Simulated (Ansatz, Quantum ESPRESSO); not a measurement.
# Screening and band shifts of Zr2CO2 MXene, 1 layer, part 3 of 7

How does Zr2CO2 MXene, 1 layer respond to a gate-like field without added charge?

Quantum ESPRESSO 7.5; plane-wave DFT, LDA, GBRV ultrasoft pseudopotentials; geometry and cross-check by Ansatz 0.2.0 with PAW datasets.

So far. Step 3 (Self-consistent run: no field): The run needed 13 iterations to bring the estimated error under 1e-09 Ry; the largest force on any atom, held or free, is 0.60 eV/Å. Step 4 (Potential by pp.x): The vacuum is flat to 0.1 meV/Å, so its level is well defined. Inside the slab the curve depends on the local part of the pseudopotentials; only the vacuum level has a meaning of its own.

### Step 5. Bands along a path: no field

The density is frozen and the levels are solved along a path.

Contents of f0.bands.in:

```
&control
  prefix = 'f0.bands'
  outdir = './out'
  pseudo_dir = './pseudo'
  calculation = 'bands'
  tefield = .true.
  dipfield = .true.
/
&system
  ibrav = 0
  nat = 5
  ntyp = 3
  ecutwfc = 40
  ecutrho = 200
  occupations = 'smearing'
  smearing = 'fd'
  degauss = 0.004
  edir = 3
  emaxpos = 0.97
  eopreg = 0.04
  eamp = 0.0
  nbnd = 26
/
&electrons
  conv_thr = 1e-07
  mixing_beta = 0.4
  electron_maxstep = 120
  mixing_mode = 'local-TF'
/
ATOMIC_SPECIES
  O   15.9990  o_lda_v1.2.uspp.F.UPF
  Zr  91.2240  zr_lda_v1.uspp.F.UPF
  C   12.0110  c_lda_v1.2.uspp.F.UPF
CELL_PARAMETERS angstrom
  3.30647457598971 -0.00000000000000 0.00000000000000
  -1.65323728799486 2.86349097977447 0.00000000000000
  0.00000000000000 0.00000000000000 21.95294679560000
ATOMIC_POSITIONS crystal
  O   0.333333333333 0.666666666667 0.394447800191
  Zr  0.666666666667 0.333333333333 0.436312087964
  C   -0.000000000000 -0.000000000000 0.499999958775
  Zr  0.333333333333 0.666666666667 0.563687873407
  O   0.666666666667 0.333333333333 0.605552279663
K_POINTS crystal_b
4
  0.0000000000 0.0000000000 0.0000000000 14
  0.5000000000 0.0000000000 0.0000000000 14
  0.3333333333 0.3333333333 0.0000000000 14
  0.0000000000 0.0000000000 0.0000000000 1
```

On the command line:

```console
$ cp -r out/f0.save out/f0.bands.save
$ cp out/f0.xml out/f0.bands.xml
$ OMP_NUM_THREADS=1 mpirun -n 4 pw.x -nk 4 -in f0.bands.in > f0.bands.out
```

Output:

```text
[banner, memory and clock lines left out]
Program PWSCF v.7.5 starts

          URL

     Presently no symmetry can be used with electric field

     Atomic positions and unit cell read from directory:
     ./out/f0.bands.save/

     G-vector sticks info

     bravais-lattice index     =            0
     lattice parameter (alat)  =       6.2483  a.u.
     unit-cell volume          =    1402.6536 (a.u.)^3
     number of atoms/cell      =            5
     number of atomic types    =            3
     number of electrons       =        40.00
     number of Kohn-Sham states=           26
     kinetic-energy cutoff     =      40.0000  Ry
     charge density cutoff     =     200.0000  Ry
     Exchange-correlation= SLA  PZ   NOGX NOGC
                           (   1   1   0   0   0   0   0)

     celldm(1)=   6.248331  celldm(2)=   0.000000  celldm(3)=   0.000000
     celldm(4)=   0.000000  celldm(5)=   0.000000  celldm(6)=   0.000000

     crystal axes: (cart. coord. in units of alat)
               a(1) = (   1.000000  -0.000000   0.000000 )
               a(2) = (  -0.500000   0.866025   0.000000 )
               a(3) = (   0.000000   0.000000   6.639382 )

     reciprocal axes: (cart. coord. in units 2 pi/alat)
               b(1) = (  1.000000  0.577350 -0.000000 )
               b(2) = (  0.000000  1.154701 -0.000000 )
               b(3) = ( -0.000000 -0.000000  0.150616 )

     PseudoPot. # 1 for O  read from file:
     ./pseudo/o_lda_v1.2.uspp.F.UPF
     Pseudo is Ultrasoft + core correction, Zval =  6.0
     Generated by new atomic code, or converted to UPF format
     Using radial grid of  737 points,  5 beta functions with:
                l(1) =   0
                l(2) =   0
                l(3) =   1
                l(4) =   1
                l(5) =   2
     Q(r) pseudized with  8 coefficients,  rinner =    0.900   0.900   0.900
                                                       0.900   0.900

     PseudoPot. # 2 for Zr read from file:
     ./pseudo/zr_lda_v1.uspp.F.UPF
     Pseudo is Ultrasoft + core correction, Zval = 12.0
     Generated by new atomic code, or converted to UPF format
     Using radial grid of  887 points,  6 beta functions with:
                l(1) =   0
                l(2) =   0
                l(3) =   1
                l(4) =   1
                l(5) =   2
                l(6) =   2
     Q(r) pseudized with  6 coefficients,  rinner =    1.200   1.200   1.200
                                                       1.200   1.200

     PseudoPot. # 3 for C  read from file:
     ./pseudo/c_lda_v1.2.uspp.F.UPF
     Pseudo is Ultrasoft + core correction, Zval =  4.0
     Generated by new atomic code, or converted to UPF format
     Using radial grid of  721 points,  4 beta functions with:
                l(1) =   0
                l(2) =   0
                l(3) =   1
                l(4) =   1
     Q(r) pseudized with  8 coefficients,  rinner =    1.100   1.100   1.100

     atomic species   valence    mass     pseudopotential
     O                 6.00    15.99900     O ( 1.00)
     Zr               12.00    91.22400     Zr( 1.00)
     C                 4.00    12.01100     C ( 1.00)

     No symmetry found

   Cartesian axes

     site n.     atom                  positions (alat units)
         1        O      tau(   1) = (  -0.0000000   0.5773503   2.6188895  )
         2        Zr     tau(   2) = (   0.5000000   0.2886751   2.8968425  )
         3        C      tau(   3) = (   0.0000000   0.0000000   3.3196906  )
         4        Zr     tau(   4) = (  -0.0000000   0.5773503   3.7425390  )
         5        O      tau(   5) = (   0.5000000   0.2886751   4.0204927  )

     number of k points=    43  Fermi-Dirac smearing, width (Ry)=  0.0040
                       cart. coord. in units 2pi/alat
        k(    1) = (   0.0000000   0.0000000   0.0000000), wk =   0.0465116
        k(    2) = (   0.0357143   0.0206197   0.0000000), wk =   0.0465116
        k(    3) = (   0.0714286   0.0412393   0.0000000), wk =   0.0465116
        k(    4) = (   0.1071429   0.0618590   0.0000000), wk =   0.0465116
        k(    5) = (   0.1428571   0.0824786   0.0000000), wk =   0.0465116
        k(    6) = (   0.1785714   0.1030983   0.0000000), wk =   0.0465116
        k(    7) = (   0.2142857   0.1237179   0.0000000), wk =   0.0465116
        k(    8) = (   0.2500000   0.1443376   0.0000000), wk =   0.0465116
        k(    9) = (   0.2857143   0.1649572   0.0000000), wk =   0.0465116
        k(   10) = (   0.3214286   0.1855769   0.0000000), wk =   0.0465116
        k(   11) = (   0.3571429   0.2061965   0.0000000), wk =   0.0465116
        k(   12) = (   0.3928571   0.2268162   0.0000000), wk =   0.0465116
        k(   13) = (   0.4285714   0.2474358   0.0000000), wk =   0.0465116
        k(   14) = (   0.4642857   0.2680555   0.0000000), wk =   0.0465116
        k(   15) = (   0.5000000   0.2886751   0.0000000), wk =   0.0465116
        k(   16) = (   0.4880952   0.3092948   0.0000000), wk =   0.0465116
        k(   17) = (   0.4761905   0.3299144   0.0000000), wk =   0.0465116
        k(   18) = (   0.4642857   0.3505341   0.0000000), wk =   0.0465116
        k(   19) = (   0.4523810   0.3711537   0.0000000), wk =   0.0465116
        k(   20) = (   0.4404762   0.3917734   0.0000000), wk =   0.0465116
        k(   21) = (   0.4285714   0.4123930   0.0000000), wk =   0.0465116
        k(   22) = (   0.4166667   0.4330127   0.0000000), wk =   0.0465116
        k(   23) = (   0.4047619   0.4536324   0.0000000), wk =   0.0465116
        k(   24) = (   0.3928571   0.4742520   0.0000000), wk =   0.0465116
        k(   25) = (   0.3809524   0.4948717   0.0000000), wk =   0.0465116
        k(   26) = (   0.3690476   0.5154913   0.0000000), wk =   0.0465116
        k(   27) = (   0.3571429   0.5361110   0.0000000), wk =   0.0465116
        k(   28) = (   0.3452381   0.5567306   0.0000000), wk =   0.0465116
        k(   29) = (   0.3333333   0.5773503   0.0000000), wk =   0.0465116
        k(   30) = (   0.3095238   0.5361110   0.0000000), wk =   0.0465116
        k(   31) = (   0.2857143   0.4948717   0.0000000), wk =   0.0465116
        k(   32) = (   0.2619048   0.4536324   0.0000000), wk =   0.0465116
        k(   33) = (   0.2380952   0.4123930   0.0000000), wk =   0.0465116
        k(   34) = (   0.2142857   0.3711537   0.0000000), wk =   0.0465116
        k(   35) = (   0.1904762   0.3299144   0.0000000), wk =   0.0465116
        k(   36) = (   0.1666667   0.2886751   0.0000000), wk =   0.0465116
        k(   37) = (   0.1428571   0.2474358   0.0000000), wk =   0.0465116
        k(   38) = (   0.1190476   0.2061965   0.0000000), wk =   0.0465116
[...]
k = 0.4643 0.3505 0.0000 (  5996 PWs)   bands (ev):

   -48.6657 -48.6534 -27.4960 -27.4122 -26.8511 -26.7978 -26.7160 -26.7143
   -17.5494 -17.5133  -8.9036  -5.7290  -5.0990  -4.3105  -4.1909  -3.7042
    -3.5998  -2.8939  -1.4805  -1.3692   0.9813   2.9537   3.5751   3.9693
     4.1454   4.4682

          k = 0.4524 0.3712 0.0000 (  5996 PWs)   bands (ev):

   -48.6648 -48.6529 -27.4854 -27.4041 -26.8471 -26.8205 -26.7346 -26.7156
   -17.5405 -17.5068  -8.9103  -5.6657  -5.0774  -4.2659  -4.2336  -3.7170
    -3.6062  -2.8725  -1.5121  -1.5087   1.1049   2.9581   3.4795   3.9164
     4.1570   4.4850

          k = 0.4405 0.3918 0.0000 (  5996 PWs)   bands (ev):

   -48.6635 -48.6524 -27.4720 -27.3941 -26.8476 -26.8421 -26.7591 -26.7160
   -17.5301 -17.4993  -8.9177  -5.5863  -5.0488  -4.2824  -4.2145  -3.7350
    -3.6154  -2.8449  -1.6664  -1.5501   1.2376   2.9650   3.3731   3.8616
     4.1706   4.5000

          k = 0.4286 0.4124 0.0000 (  5996 PWs)   bands (ev):

   -48.6622 -48.6517 -27.4561 -27.3825 -26.8783 -26.8368 -26.7866 -26.7173
   -17.5185 -17.4910  -8.9253  -5.4921  -5.0136  -4.3343  -4.1599  -3.7599
    -3.6275  -2.8112  -1.8209  -1.6062   1.3708   2.9737   3.2628   3.8089
     4.1871   4.5128

          k = 0.4167 0.4330 0.0000 (  6002 PWs)   bands (ev):

   -48.6606 -48.6511 -27.4379 -27.3697 -26.9116 -26.8354 -26.8120 -26.7195
   -17.5064 -17.4825  -8.9323  -5.3853  -4.9724  -4.3864  -4.1056  -3.7936
    -3.6423  -2.7715  -1.9658  -1.6778   1.4981   2.9818   3.1547   3.7615
     4.2076   4.5232

          k = 0.4048 0.4536 0.0000 (  5988 PWs)   bands (ev):

   -48.6590 -48.6505 -27.4178 -27.3562 -26.9466 -26.8561 -26.8154 -26.7225
   -17.4944 -17.4743  -8.9382  -5.2686  -4.9268  -4.4357  -4.0552  -3.8383
    -3.6593  -2.7262  -2.0929  -1.7640   1.6143   2.9856   3.0541   3.7224
     4.2331   4.5310

          k = 0.3929 0.4743 0.0000 (  5980 PWs)   bands (ev):

   -48.6573 -48.6500 -27.3965 -27.3428 -26.9819 -26.8864 -26.8084 -26.7264
   -17.4831 -17.4668  -8.9425  -5.1458  -4.8787  -4.4795  -4.0151  -3.8915
    -3.6780  -2.6759  -2.1955  -1.8625   1.7156   2.9660   2.9815   3.6935
     4.2638   4.5357

          k = 0.3810 0.4949 0.0000 (  5964 PWs)   bands (ev):

   -48.6556 -48.6496 -27.3745 -27.3303 -27.0160 -26.9158 -26.7997 -26.7313
   -17.4730 -17.4604  -8.9451  -5.0229  -4.8305  -4.5137  -4.0196  -3.9210
    -3.6980  -2.6210  -2.2704  -1.9695   1.7990   2.8949   2.9671   3.6750
     4.2995   4.5360

          k = 0.3690 0.5155 0.0000 (  5936 PWs)   bands (ev):

   -48.6541 -48.6494 -27.3532 -27.3200 -27.0471 -26.9416 -26.7903 -26.7371
   -17.4644 -17.4554  -8.9459  -4.9097  -4.7850  -4.5314  -4.0951  -3.8979
    -3.7191  -2.5625  -2.3181  -2.0801   1.8627   2.8445   2.9426   3.6654
     4.3392   4.5304

          k = 0.3571 0.5361 0.0000 (  5938 PWs)   bands (ev):

   -48.6526 -48.6494 -27.3341 -27.3130 -27.0727 -26.9615 -26.7806 -26.7440
   -17.4577 -17.4520  -8.9454  -4.8237  -4.7456  -4.5194  -4.1938  -3.8640
    -3.7415  -2.5013  -2.3431  -2.1880   1.9061   2.8181   2.9106   3.6616
     4.3809   4.5171

          k = 0.3452 0.5567 0.0000 (  5942 PWs)   bands (ev):

   -48.6514 -48.6497 -27.3197 -27.3102 -27.0900 -26.9740 -26.7708 -26.7519
   -17.4531 -17.4504  -8.9443  -4.7807  -4.7165  -4.4669  -4.2964  -3.8296
    -3.7666  -2.4386  -2.3517  -2.2855   1.9301   2.8167   2.8750   3.6607
     4.4226   4.4947

          k = 0.3333 0.5774 0.0000 (  5934 PWs)   bands (ev):

   -48.6505 -48.6503 -27.3121 -27.3120 -27.0961 -26.9782 -26.7611 -26.7610
   -17.4508 -17.4507  -8.9437  -4.7710  -4.7045  -4.3889  -4.3888  -3.7961
    -3.7961  -2.3894  -2.3505  -2.3505   1.9373   2.8395   2.8396   3.6607
     4.4620   4.4621

          k = 0.3095 0.5361 0.0000 (  5950 PWs)   bands (ev):

   -48.6529 -48.6494 -27.3252 -27.3161 -27.0741 -26.9636 -26.7828 -26.7423
   -17.4570 -17.4526  -8.9491  -4.7859  -4.7660  -4.4843  -4.2454  -3.8755
    -3.7375  -2.4553  -2.3405  -2.2345   1.9155   2.7816   2.9445   3.6601
     4.3666   4.5289

          k = 0.2857 0.4949 0.0000 (  5954 PWs)   bands (ev):

   -48.6572 -48.6499 -27.3392 -27.3267 -27.0235 -26.9276 -26.8093 -26.7257
   -17.4703 -17.4630  -8.9729  -4.8816  -4.8117  -4.4837  -4.2063  -3.9507
    -3.7032  -2.4248  -2.3403  -2.0959   1.8648   2.7517   3.0938   3.6573
     4.2427   4.5766

          k = 0.2619 0.4536 0.0000 (  5966 PWs)   bands (ev):

   -48.6634 -48.6522 -27.3417 -27.3246 -26.9625 -26.8814 -26.8406 -26.7119
   -17.4897 -17.4809  -9.0238  -4.9513  -4.8479  -4.4551  -4.3198  -3.9520
    -3.7093  -2.3555  -2.3227  -1.9465   1.7975   2.7497   3.2382   3.6379
     4.1277   4.6025

          k = 0.2381 0.4124 0.0000 (  5994 PWs)   bands (ev):

   -48.6715 -48.6563 -27.3260 -27.3015 -26.8998 -26.8759 -26.8319 -26.7012
   -17.5146 -17.5059  -9.1033  -4.9570  -4.9063  -4.4764  -4.4052  -3.9420
    -3.7629  -2.3802  -2.1975  -1.7816   1.7179   2.7639   3.3408   3.5661
     4.0777   4.5841

          k = 0.2143 0.3712 0.0000 (  5986 PWs)   bands (ev):

   -48.6812 -48.6622 -27.2895 -27.2551 -26.9150 -26.8388 -26.7839 -26.6931
   -17.5446 -17.5380  -9.2035  -4.9948  -4.9197  -4.6048  -4.3276  -3.9657
    -3.8550  -2.4037  -2.0647  -1.6032   1.6293   2.7713   3.3981   3.4552
     4.0919   4.4850

          k = 0.1905 0.3299 0.0000 (  6000 PWs)   bands (ev):

   -48.6923 -48.6695 -27.2331 -27.1865 -26.9560 -26.7827 -26.7423 -26.6848
   -17.5797 -17.5778  -9.3108  -5.0983  -4.8751  -4.6975  -4.2447  -4.0379
    -3.9458  -2.4087  -1.9159  -1.4184   1.5396   2.7327   3.3796   3.4260
     4.1059   4.2974

          k = 0.1667 0.2887 0.0000 (  6000 PWs)   bands (ev):

   -48.7043 -48.6780 -27.1606 -27.0993 -26.9974 -26.7326 -26.7157 -26.6679
   -17.6258 -17.6199  -9.4105  -5.1883  -4.8491  -4.7712  -4.2671  -4.1593
    -3.9350  -2.3611  -1.7389  -1.2390   1.4654   2.6261   3.3760   3.4267
     4.0500   4.0697

          k = 0.1429 0.2474 0.0000 (  5997 PWs)   bands (ev):

   -48.7166 -48.6870 -27.0780 -27.0409 -26.9955 -26.7055 -26.6892 -26.6399
   -17.6819 -17.6648  -9.4913  -5.2473  -4.8510  -4.8364  -4.3828  -4.3178
    -3.8750  -2.2118  -1.5284  -1.0845   1.4270   2.4808   3.3630   3.3953
     3.8000   3.9775

          k = 0.1190 0.2062 0.0000 (  5999 PWs)   bands (ev):

   -48.7284 -48.6960 -27.0779 -26.9946 -26.8891 -26.6978 -26.6529 -26.6114
   -17.7442 -17.7131  -9.5467  -5.2734  -4.8922  -4.8811  -4.5005  -4.4918
    -3.8820  -1.9320  -1.2931  -0.9752   1.4404   2.3297   3.1649   3.3537
     3.6248   3.8899

          k = 0.0952 0.1650 0.0000 (  6001 PWs)   bands (ev):

   -48.7393 -48.7044 -27.1118 -26.9225 -26.7832 -26.6824 -26.6237 -26.5870
   -17.8090 -17.7621  -9.5765  -5.2792  -4.9330  -4.9320  -4.6544  -4.5928
    -3.9617  -1.5438  -1.1006  -0.8753   1.5098   2.1790   2.8625   3.2394
     3.5017   3.8688

          k = 0.0714 0.1237 0.0000 (  5999 PWs)   bands (ev):

   -48.7484 -48.7116 -27.1400 -26.8735 -26.6881 -26.6535 -26.6013 -26.5680
   -17.8704 -17.8078  -9.5853  -5.2861  -4.9904  -4.9597  -4.7683  -4.6590
    -4.0775  -1.0988  -1.0964  -0.6521   1.6232   2.0171   2.5330   3.1357
     3.3718   3.9012

          k = 0.0476 0.0825 0.0000 (  6001 PWs)   bands (ev):

   -48.7554 -48.7172 -27.1612 -26.8485 -26.6166 -26.6131 -26.5849 -26.5546
   -17.9214 -17.8455  -9.5814  -5.3052  -5.0357  -5.0057  -4.7923  -4.7069
    -4.1911  -1.1906  -0.6472  -0.3976   1.7361   1.8467   2.2347   3.0793
     3.2296   3.9708

          k = 0.0238 0.0412 0.0000 (  6029 PWs)   bands (ev):

   -48.7598 -48.7207 -27.1743 -26.8384 -26.5865 -26.5790 -26.5608 -26.5470
   -17.9553 -17.8704  -9.5742  -5.3272  -5.0611  -5.0516  -4.7666  -4.7393
    -4.2719  -1.2814  -0.2774  -0.1990   1.7043   1.7207   2.1027   3.0551
     3.1032   4.0480

          k = 0.0000 0.0000 0.0000 (  6023 PWs)   bands (ev):

   -48.7613 -48.7218 -27.1787 -26.8358 -26.5750 -26.5750 -26.5448 -26.5448
   -17.9672 -17.8791  -9.5709  -5.3368  -5.0686  -5.0686  -4.7515  -4.7515
    -4.3008  -1.3182  -0.1217  -0.1217   1.6464   1.6464   2.1125   3.0483
     3.0483   4.0825

     XML data file, pseudopotentials, collected wavefunctions

                                        0.00s GPU  (     360 calls)
[key lines of the parts left out:]
Dipole field         -0.0000 Ry au,
```

It took 15 s on 4 MPI ranks of Arm Neoverse V2, shared host; peak memory 0.34 GiB; 59 s of CPU time.

Read from the output:

```
conduction bottom, on the run's zero : 0.7829 eV
gap by band count                    : 0.9045 eV
```

Band numbers count within the set of bands kept for display. Electronic bands along the path, in eV, zero at the highest filled level of the SCF mesh; v1 is the highest filled band, c1 the lowest empty one:

```csv
point,v4,v3,v2,v1,c1,c2,c3,c4
Γ,-4.18,-1.20,0.00,0.00,1.77,1.77,2.23,3.17
halfway,-3.74,-2.25,-1.06,-1.00,1.24,3.01,3.09,3.82
M,-3.47,-2.80,-1.33,-1.02,0.90,3.07,3.84,4.18
halfway,-3.52,-2.65,-1.84,-1.56,1.62,3.10,3.28,3.88
K,-3.67,-2.27,-2.23,-2.23,2.06,2.96,2.96,3.78
halfway,-3.81,-2.24,-1.62,-1.12,1.59,2.75,3.50,3.55
Γ,-4.18,-1.20,0.00,0.00,1.77,1.77,2.23,3.17
```

Along this path the valence top lies at Γ and the conduction bottom at M.

### Step 6. SCF with pw.x: field 0.1 V/Å

eamp is the field in Hartree atomic units (1 a.u. = 51.42 V/Å). With dipfield on, it is the field in the vacuum beside an isolated sheet. The run starts from the density of the one before.

Contents of f1.in:

```
&control
  prefix = 'f1'
  outdir = './out'
  pseudo_dir = './pseudo'
  calculation = 'scf'
  tprnfor = .true.
  tefield = .true.
  dipfield = .true.
/
&system
  ibrav = 0
  nat = 5
  ntyp = 3
  ecutwfc = 40
  ecutrho = 200
  occupations = 'smearing'
  smearing = 'fd'
  degauss = 0.004
  edir = 3
  emaxpos = 0.97
  eopreg = 0.04
  eamp = 0.00194469
/
&electrons
  conv_thr = 1e-09
  mixing_beta = 0.4
  electron_maxstep = 120
  mixing_mode = 'plain'
  startingpot = 'file'
/
ATOMIC_SPECIES
  O   15.9990  o_lda_v1.2.uspp.F.UPF
  Zr  91.2240  zr_lda_v1.uspp.F.UPF
  C   12.0110  c_lda_v1.2.uspp.F.UPF
CELL_PARAMETERS angstrom
  3.30647457598971 -0.00000000000000 0.00000000000000
  -1.65323728799486 2.86349097977447 0.00000000000000
  0.00000000000000 0.00000000000000 21.95294679560000
ATOMIC_POSITIONS crystal
  O   0.333333333333 0.666666666667 0.394447800191
  Zr  0.666666666667 0.333333333333 0.436312087964
  C   -0.000000000000 -0.000000000000 0.499999958775
  Zr  0.333333333333 0.666666666667 0.563687873407
  O   0.666666666667 0.333333333333 0.605552279663
K_POINTS automatic
  12 12 1 0 0 0
```

On the command line:

```console
$ cp -r out/f0.save out/f1.save
$ OMP_NUM_THREADS=1 mpirun -n 4 pw.x -nk 4 -in f1.in > f1.out
```

Output:

```text
[banner, memory and clock lines left out]
Program PWSCF v.7.5 starts
[...]
number of electrons       =        40.00
     number of Kohn-Sham states=           24
     kinetic-energy cutoff     =      40.0000  Ry
     charge density cutoff     =     200.0000  Ry
[...]
number of k points=    74  Fermi-Dirac smearing, width (Ry)=  0.0040
[...]
Dense  grid:    66985 G-vectors     FFT dimensions: (  30,  30, 192)
[...]
The initial density is read from file :
[...]
negative rho (up, down):  1.250E-01 0.000E+00
[...]
Starting wfcs are   38 randomized atomic wfcs
[...]
negative rho (up, down):  1.250E-01 0.000E+00
[...]
estimated scf accuracy    <       0.00862568 Ry
[...]
negative rho (up, down):  1.250E-01 0.000E+00
[...]
estimated scf accuracy    <       0.09273895 Ry
[...]
negative rho (up, down):  1.250E-01 0.000E+00
[...]
estimated scf accuracy    <       0.00005630 Ry
[...]
negative rho (up, down):  1.250E-01 0.000E+00
[...]
estimated scf accuracy    <       0.00000734 Ry
[...]
negative rho (up, down):  1.250E-01 0.000E+00
[...]
estimated scf accuracy    <       0.00000126 Ry
[...]
negative rho (up, down):  1.250E-01 0.000E+00
[...]
estimated scf accuracy    <       0.00000009 Ry
[...]
negative rho (up, down):  1.250E-01 0.000E+00
[...]
estimated scf accuracy    <       0.00000003 Ry
[...]
negative rho (up, down):  1.250E-01 0.000E+00
[...]
estimated scf accuracy    <          3.6E-09 Ry
[...]
negative rho (up, down):  1.250E-01 0.000E+00
[...]
estimated scf accuracy    <          1.9E-09 Ry
[...]
negative rho (up, down):  1.250E-01 0.000E+00
[...]
Computed dipole along edir(3) :
        Dipole                0.0552 Ry au,          0.1403 Debye
        Dipole field          0.0005 Ry au,
        E field amplitude [Ha a.u.]:  1.9447E-03
        Potential amp.        0.1155 Ry
        Total length         39.8257 bohr
[...]
the Fermi energy is     0.3179 ev
!    total energy              =    -275.23051479 Ry
     estimated scf accuracy    <          1.0E-10 Ry
     smearing contrib. (-TS)   =      -0.00000092 Ry
     internal energy E=F+TS    =    -275.23051387 Ry
[...]
one-electron contribution =   -2218.19654379 Ry
     hartree contribution      =    1112.11819343 Ry
     xc contribution           =     -53.39607860 Ry
     ewald contribution        =     884.24410244 Ry
     electric field correction =      -0.00018736 Ry
     convergence has been achieved in  10 iterations
     negative rho (up, down):  1.250E-01 0.000E+00
[...]
Total force =     0.033534     Total SCF correction =     0.000059
[...]
```

Run time: 48 s. Hardware: 4 MPI ranks; peak memory 0.61 GiB; 3.2 min of CPU time.

Numbers from this step:

```
free energy                          : -3744.7019 eV
Fermi energy                         : 0.3179 eV
dipole along the normal              : 0.02921 e·Å
valence top, on the run's zero       : -0.1056 eV
conduction bottom, on the run's zero : 0.7989 eV
```

The dipole goes from -0.0000 to 0.0292 e Å, 0.2921 e Å per V/Å.

[end of part 3 of 7]

[Logs are printed without paths, hosts, clocks, repeated set-up lines and the standing remarks that a program may print on its own settings, such as how far it seeks lower states.]

[Hosts, paths, dates, database ids (printed as entryN), source tags and the programs' standing remarks are cut or masked in the printed files.]

[Maps of the electrostatic potential energy from Ansatz leave out the sawtooth potential of an applied field or a dipole correction, so their vacuum need not be flat; planar profiles and work functions include it.]
